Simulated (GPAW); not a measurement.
# Core-hole calculation of the As K edge in zinc-blende (AlAs)₁₋ₓ(InAs)ₓ at x = 0.25

What does the As K edge look like in zinc-blende (AlAs)₁₋ₓ(InAs)ₓ at x = 0.25?

Program: GPAW 26.7.0. Level of theory: X-ray absorption from dipole matrix elements to empty bands, plane-wave PAW PBE. Results are calculated unless marked as measured.

## (1) The starting structure

The cell holds 16 atoms: 6 Al, 8 As and 2 In. Its edges and angles: a = 8.146 Å, b = 8.146 Å, c = 8.146 Å, α = 60.0°, β = 60.0°, γ = 60.0°. 16-atom zinc-blende cell, 2 of 8 Al sites taken by In at random, lattice constants typed for the ends and interpolated (Vegard).

## (2) Relaxation

The cell was built by hand, so its atoms are relaxed first: near-edge features follow bond lengths closely.

relax.py

```python
import numpy as np
from ase import Atoms
from ase.parallel import parprint, paropen
from gpaw import GPAW, PW, FermiDirac, Mixer, MixerDif, setup_paths
from ase.optimize import BFGS

atoms = Atoms('AlAsAlAsInAsAlAsAlAsAlAsAlAsInAs',
    cell=[[0, 5.76025, 5.76025],
     [5.76025, 0, 5.76025],
     [5.76025, 5.76025, 0]],
    scaled_positions=[[0.002233, 0.998416, 0.002881],
     [0.125606, 0.123959, 0.123837],
     [0.001405, 0.000677, 0.499583],
     [0.126483, 0.125896, 0.624928],
     [0.000139, 0.501793, 0.999011],
     [0.127382, 0.623079, 0.128355],
     [0.001632, 0.494703, 0.502222],
     [0.121922, 0.627143, 0.62405],
     [0.499286, 0.000075, 0.002997],
     [0.621593, 0.124005, 0.12828],
     [0.497691, 0.002396, 0.498312],
     [0.625365, 0.127358, 0.626024],
     [0.49937, 0.499352, 0.000466],
     [0.624656, 0.62455, 0.122106],
     [0.500319, 0.502434, 0.495494],
     [0.623133, 0.622031, 0.626328]],
    pbc=True)
atoms.calc = GPAW(legacy_gpaw=True, mode=PW(400, force_complex_dtype=True), xc='PBE', setups={},
    kpts={'size': (3, 3, 3), 'gamma': True}, occupations=FermiDirac(0.08),
    charge=0, mixer=Mixer(0.1, 5, 50), maxiter=150,
    convergence={'density': 0.0001, 'eigenstates': 1e-6}, txt='relax.txt')
steps = []
opt = BFGS(atoms, logfile='-')
opt.attach(lambda: steps.append([atoms.get_potential_energy(), float(np.linalg.norm(atoms.get_forces(), axis=1).max())]))
done = opt.run(fmax=0.05, steps=30)
out = dict(done=bool(done), steps=steps, frac=atoms.get_scaled_positions().tolist())
import json
with paropen('out.json', 'w') as f:
    json.dump(out, f)
```

Launch:

```console
$ OMP_NUM_THREADS=1 mpirun -n 4 gpaw python relax.py
```

Numbers of over 12 decimals in the logs are rounded to 6 here.

The program printed:

```text
Input parameters:
  convergence: {density: 0.0001,
                eigenstates: 1e-06}
  kpts: {gamma: True,
         size: (3, 3, 3)}
  maxiter: 150
  mixer: {backend: pulay,
          beta: 0.1,
          method: separate,
          nmaxold: 5,
          weight: 50}
  mode: {ecut: 400.0,
         force_complex_dtype: True,
         name: pw}
  occupations: {fixmagmom: False,
                name: fermi-dirac,
[...]
14 In    0.00889   -0.00042   -0.01107
 15 As    0.00348   -0.00329    0.00063
Step     Time          Energy          fmax
BFGS:    0 01:58:34      -70.799310        1.717095
BFGS:    1 01:58:57      -70.985204        1.321301
BFGS:    2 01:59:28      -71.299959        0.210926
BFGS:    3 01:59:48      -71.304726        0.177428
BFGS:    4 02:00:07      -71.307724        0.113156
BFGS:    5 02:00:27      -71.309808        0.055762
BFGS:    6 02:00:43      -71.310310        0.034664
[key lines of the parts left out:]
Converged after 6 iterations.
Dipole moment: (-28.849789, -26.494171, -28.872001) |e|*Ang
Free energy:    -71.310310
Fermi level: 5.22519
```

Elapsed: 2.9 min, on 4 MPI ranks of Arm Neoverse V2, shared host; peak memory 0.34 GiB.

In 6 steps the energy fell by 511 meV (energies extrapolated to zero smearing) and the largest force to 0.035 eV/Å. Atom 14 (As; the text counts from 1, the script from 0) is among those that moved most, by 0.12 Å.

## (3) Ground state of the crystal

A plain self-consistent run shows whether there is a gap, which decides the set-up of the core-hole run.

scf.py

```python
import numpy as np
from ase import Atoms
from ase.parallel import parprint, paropen
from gpaw import GPAW, PW, FermiDirac, Mixer, MixerDif, setup_paths
from gpaw.test import gen
setup_paths.insert(0, '.')
gen('As', name='nch1s', xcname='PBE', corehole=(1, 0, 0), write_xml=True)
from gpaw.mpi import world
world.barrier()

atoms = Atoms('AlAsAlAsInAsAlAsAlAsAlAsAlAsInAs',
    cell=[[0, 5.76025, 5.76025],
     [5.76025, 0, 5.76025],
     [5.76025, 5.76025, 0]],
    scaled_positions=[[0.9997055, 0.9990678, 0.0016427],
     [0.1304318, 0.109591, 0.1305347],
     [0.9996554, 0.0022004, 0.4997581],
     [0.1253227, 0.1234404, 0.6269662],
     [0.0017836, 0.5002389, 0.0002153],
     [0.1307077, 0.629107, 0.1327164],
     [0.9987416, 0.4974537, 0.5020286],
     [0.1124126, 0.6373959, 0.6132465],
     [0.4997409, 0.001249, 0.0002392],
     [0.6251385, 0.1238648, 0.1263286],
     [0.5002377, 0.9998221, 0.5011713],
     [0.6303622, 0.1099054, 0.6308463],
     [0.4998934, 0.497905, 0.9994335],
     [0.6145909, 0.636397, 0.1111719],
     [0.4999477, 0.5005302, 0.498337],
     [0.6295169, 0.6297079, 0.630239]],
    pbc=True)
atoms.calc = calc = GPAW(legacy_gpaw=True, mode=PW(400, force_complex_dtype=True), xc='PBE', setups={1: 'nch1s'},
    kpts={'size': (3, 3, 3), 'gamma': True}, occupations=FermiDirac(0.05),
    charge=0, mixer=Mixer(0.1, 5, 50), maxiter=150,
    convergence={'density': 0.0001, 'eigenstates': 1e-6}, txt='scf.txt')
energy = atoms.get_potential_energy() + calc.get_reference_energy()
ef = calc.get_fermi_level()
out = dict(energy=energy, fermi=ef, forces=atoms.get_forces().tolist())
parprint(f'all-electron energy {energy:.4f} eV, Fermi level {ef:.4f} eV')
ev = np.array([[calc.get_eigenvalues(k, s) for k in range(len(calc.get_ibz_k_points()))] for s in range(calc.get_number_of_spins())])
out['homo'], out['lumo'], out['counts'] = ev[ev < ef].max(), ev[ev > ef].min(), sorted(set((ev < ef).sum((0, 2)).tolist()))
out['filled'] = (ev[:, 0] < ef).sum(1).tolist()
import json
with paropen('out.json', 'w') as f:
    json.dump(out, f)
```

Launch:

```console
$ OMP_NUM_THREADS=1 mpirun -n 4 gpaw python scf.py
```

The program printed:

```text
Input parameters:
  convergence: {density: 0.0001,
                eigenstates: 1e-06}
  kpts: {gamma: True,
         size: (3, 3, 3)}
  maxiter: 150
  mixer: {backend: pulay,
          beta: 0.1,
          method: separate,
          nmaxold: 5,
          weight: 50}
  mode: {ecut: 400.0,
         force_complex_dtype: True,
         name: pw}
  occupations: {fixmagmom: False,
                name: fermi-dirac,
                width: 0.05}
  setups: {1: nch1s}
  xc: PBE

Initialize ...

[... PAW data sets ...]

Reference energy: -851595.168521  # eV

Spin-paired calculation

[... convergence settings ...]
Symmetries present (total): 1
  [... symmetry matrices ...]

27 k-points: 3 x 3 x 3 Monkhorst-Pack grid
14 k-points in the irreducible part of the Brillouin zone
       k-points in crystal coordinates                weights
   0:     0.00000000    0.00000000    0.00000000          1/27
   1:     0.00000000    0.00000000    0.33333333          2/27
   2:     0.00000000    0.33333333   -0.33333333          2/27
   3:     0.00000000    0.33333333    0.00000000          2/27
   4:     0.00000000    0.33333333    0.33333333          2/27
   5:     0.33333333   -0.33333333   -0.33333333          2/27
   6:     0.33333333   -0.33333333    0.00000000          2/27
   7:     0.33333333   -0.33333333    0.33333333          2/27
   8:     0.33333333    0.00000000   -0.33333333          2/27
   9:     0.33333333    0.00000000    0.00000000          2/27
          ...
  13:     0.33333333    0.33333333    0.33333333          2/27

Wave functions: Plane wave expansion
  Cutoff energy: 400.000 eV
  Number of coefficients (min, max): 6879, 6967
  Pulay-stress correction: 0.000000 eV/Ang^3 (de/decut=0.000000)
  Using FFTW library
  Wavefunction extrapolation:
    Improved wavefunction reuse through dual PAW basis

Occupation numbers: Fermi-Dirac:
  width: 0.0500  # eV

Eigensolver
   Davidson(niter=2)

Densities:
  Coarse grid: 40*40*40 grid
  Fine grid: 80*80*80 grid
  Total Charge: 0.000000

Density mixing:
  Method: separate
  Backend: pulay
  Linear mixing parameter: 0.1
  old densities: 5
  Width of damping distribution: 1.1
  Damping of long wavelength oscillations: 50

[... Hamiltonian set-up ...]
Number of atoms: 16
Number of atomic orbitals: 74
Number of bands in calculation: 55
Number of valence electrons: 84
Bands to converge: occupied

... initialized

Initializing position-dependent things.

Density initialized from atomic densities
Creating initial wave functions:
  55 bands from LCAO basis set

                         Al

                           Al

                                Al
                              As
                    Al            Al
                    As   In
                      As

             As            As

                   As
         Al
                    As
           As In

Atomic positions and initial magnetic moments

Positions:
   0 Al     5.764343    5.768016   11.513434    ( 0.0000,  0.0000,  0.0000)
   1 As     1.383184    1.503232    1.382591    ( 0.0000,  0.0000,  0.0000)
   2 Al     2.891406    8.636997    5.770940    ( 0.0000,  0.0000,  0.0000)
   3 As     4.322530    4.333372    1.432938    ( 0.0000,  0.0000,  0.0000)
   4 In     2.882741    0.011514    2.891775    ( 0.0000,  0.0000,  0.0000)
   5 As     4.388293    1.517389    4.376723    ( 0.0000,  0.0000,  0.0000)
   6 Al     5.757268    8.644812    8.618459    ( 0.0000,  0.0000,  0.0000)
[...]
13 As     4.306184    4.180575    7.206003    ( 0.0000,  0.0000,  0.0000)
  14 In     5.753725    5.750369    5.763003    ( 0.0000,  0.0000,  0.0000)
  15 As     7.257609    7.256509    7.253450    ( 0.0000,  0.0000,  0.0000)

Unit cell:
           periodic     x           y           z      points  spacing
  1. axis:    yes    0.000000    5.760250    5.760250    40     0.1663
  2. axis:    yes    5.760250    0.000000    5.760250    40     0.1663
  3. axis:    yes    5.760250    5.760250    0.000000    40     0.1663

  Lengths:   8.146224   8.146224   8.146224
  Angles:   60.000000  60.000000  60.000000

Effective grid spacing dv^(1/3) = 0.1814

iter:   1   -72.631033
iter:   2   -72.114277   -2.12  -0.93
iter:   3   -71.372283   -1.61  -0.99
iter:   4   -71.289469   -2.73  -1.36
iter:   5   -71.339377   -3.02  -1.48
iter:   6   -71.320628   -2.94  -1.85
iter:   7   -71.312211c  -4.21  -2.22
iter:   8   -71.312293c  -4.51  -2.44
iter:   9   -71.309649c  -4.24  -2.46
iter:  10   -71.309552c  -5.33  -3.08
iter:  11   -71.309508c  -6.37c -3.23
iter:  12   -71.309484c  -6.09c -3.41
iter:  13   -71.309480c  -7.30c -3.54
iter:  14   -71.309482c  -7.25c -3.60
iter:  15   -71.309488c  -7.43c -3.79
iter:  16   -71.309489c  -7.26c -3.92
iter:  17   -71.309489c  -8.48c -4.23c

Converged after 17 iterations.

Dipole moment: (-28.848465, -26.493836, -28.870772) |e|*Ang

Energy contributions relative to reference atoms: (reference = -851595.168521)

Kinetic:       +168.398252
Potential:     -151.017488
External:        +0.000000
XC:             -89.244665
Entropy (-ST):   -0.000001
Local:           +0.554413
SIC:             +0.000000
--------------------------
Free energy:    -71.309489
Extrapolated:   -71.309489

Showing only first 2 kpts
 Kpt  Band  Eigenvalues  Occupancy
  0    40      4.49261    2.00000
  0    41      4.64087    1.99998
  0    42      5.83747    0.00001
  0    43      5.87802    0.00000

  1    40      4.23943    2.00000
  1    41      4.26726    2.00000
  1    42      6.39088    0.00000
  1    43      6.49938    0.00000

Fermi level: 5.22816

Gap: 1.197 eV
Transition (v -> c):
  (s=0, k=0, n=41, [0.00, 0.00, 0.00]) -> (s=0, k=0, n=42, [0.00, 0.00, 0.00])
No difference between direct/indirect transitions

Forces in eV/Ang:
  0 Al   -0.00137   -0.01194    0.01056
  1 As    0.00291   -0.00786   -0.00014
  2 Al    0.00921    0.00541    0.00384
  3 As   -0.00138   -0.00149    0.00963
  4 In   -0.00338    0.00972   -0.01246
  5 As   -0.01042   -0.02252   -0.00108
  6 Al   -0.00957    0.00074    0.00468
[...]
13 As    0.01795    0.02156   -0.00503
 14 In    0.00830    0.00661   -0.00952
 15 As   -0.00106   -0.00442   -0.00381
Scalar-relativistic atomic PBE calculation for As (Arsenic, Z=33)
Core hole in 1s state (1s occupation: 2.0)
600 radial gridpoints.
|------------------------------------------------|
|------------------------------------------------|
[... the atom generator's iteration count ...]

Energy contributions:
-------------------------
Kinetic:    +2302.762658
XC:           -83.595879
Potential:  -4479.359419
-------------------------
Total:      -2260.192640

state      eigenvalue         ekin         rmax
-----------------------------------------------
1s^2.0 :  -430.411635   551.249601        0.030
2s^2.0 :   -54.613586   106.674080        0.170
2p^6.0 :   -47.910665   103.785672        0.136
3s^2.0 :    -6.990179    24.693859        0.522
3p^6.0 :    -4.913004    22.195959        0.521
3d^10.0:    -1.493755    17.032069        0.477
4s^2.0 :    -0.532368     3.019714        1.617
4p^3.0 :    -0.190938     1.759224        1.985
-----------------------------------------------
(units: Bohr and Hartree)

Generating PAW setup
Kinetic energy of the core from tauc = 2318.288972328952
Cutoffs:
rc(s)=2.000
rc(p)=2.000
rc(d)=2.000
rc(vbar)=1.800
rc(comp)=2.000
rc(nct)=2.000

Kinetic energy of the core states: 2291.445558
Charge: 0.0
Core electrons: 28.0
Valence electrons: 5.0
Pseudo-core charge: 1.207321
Shape function alpha=2.500
Pseudo-electron charge 6.663542
state    eigenvalue         norm
--------------------------------
4s(2) :    -0.532368     1.194216
*s    :     0.467632
4p(3) :    -0.190938     1.022597
*p    :     0.809062
*d    :     0.000000
--------------------------------

Diagonalizing with gridspacing h=0.050

state   all-electron     PAW
-------------------------------
4s:      -0.532368    -0.532674
4p:      -0.190938    -0.191179
*d:                    0.035724
*f:                    0.070513
-------------------------------
all-electron energy -851666.4780 eV, Fermi level 5.2282 eV
```

Elapsed: 48 s, on 4 MPI ranks; peak memory 0.34 GiB.

The mesh shows a gap of 1.20 eV. The excited electron is kept all the same, so that all members of the series, with or without a gap, are treated alike.

## (4) Reference energy of the cell

The photon energy needs a difference of total energies, so the cell and mesh of the coming hole run are first run without a hole.

Changes to scf.py since step 3:

```diff
@@ -32,3 +32,3 @@
 atoms.calc = calc = GPAW(legacy_gpaw=True, mode=PW(400, force_complex_dtype=True), xc='PBE', setups={1: 'nch1s'},
-    kpts={'size': (3, 3, 3), 'gamma': True}, occupations=FermiDirac(0.05),
+    kpts={'size': (3, 3, 3), 'gamma': True}, occupations=FermiDirac(0.02),
     charge=0, mixer=Mixer(0.1, 5, 50), maxiter=150,
```

The program printed:

```text
Input parameters:
  convergence: {density: 0.0001,
                eigenstates: 1e-06}
  kpts: {gamma: True,
         size: (3, 3, 3)}
  maxiter: 150
  mixer: {backend: pulay,
          beta: 0.1,
          method: separate,
          nmaxold: 5,
          weight: 50}
  mode: {ecut: 400.0,
         force_complex_dtype: True,
         name: pw}
  occupations: {fixmagmom: False,
                name: fermi-dirac,
[...]
4s(2) :    -0.532368     1.194216
*s    :     0.467632
4p(3) :    -0.190938     1.022597
*p    :     0.809062
*d    :     0.000000
--------------------------------

Diagonalizing with gridspacing h=0.050

state   all-electron     PAW
-------------------------------
4s:      -0.532368    -0.532674
4p:      -0.190938    -0.191179
*d:                    0.035724
*f:                    0.070513
-------------------------------
all-electron energy -851666.4780 eV, Fermi level 5.0782 eV
[key lines of the parts left out:]
Converged after 17 iterations.
Dipole moment: (-28.848464, -26.493836, -28.870772) |e|*Ang
Free energy:    -71.309489
Fermi level: 5.07822
```

Elapsed: 48 s, on 4 MPI ranks; peak memory 0.34 GiB; 3.2 min of CPU time.

Reference energy: -851666.478 eV with the cores included.

(Continued in part 2 of 3.)

[Banner, clock and machine lines of the logs are left out without a mark of their own.]

[Logs are printed without paths, hosts, clocks, repeated set-up lines and the standing remarks that a program may print on its own settings, such as how far it seeks lower states.]

[Hosts, paths, dates, database ids (printed as entryN), source tags and the programs' standing remarks are cut or masked in the printed files.]

[Lists of maxima count a maximum above −3 eV only where it reaches 4 % of the highest in the window and stands out from its surroundings by 2 % of it (1.5 % where it reaches 55 %); shoulders and weaker maxima are passed over, and of the rest the first, up to two pre-edge ones and the few strongest are named.]
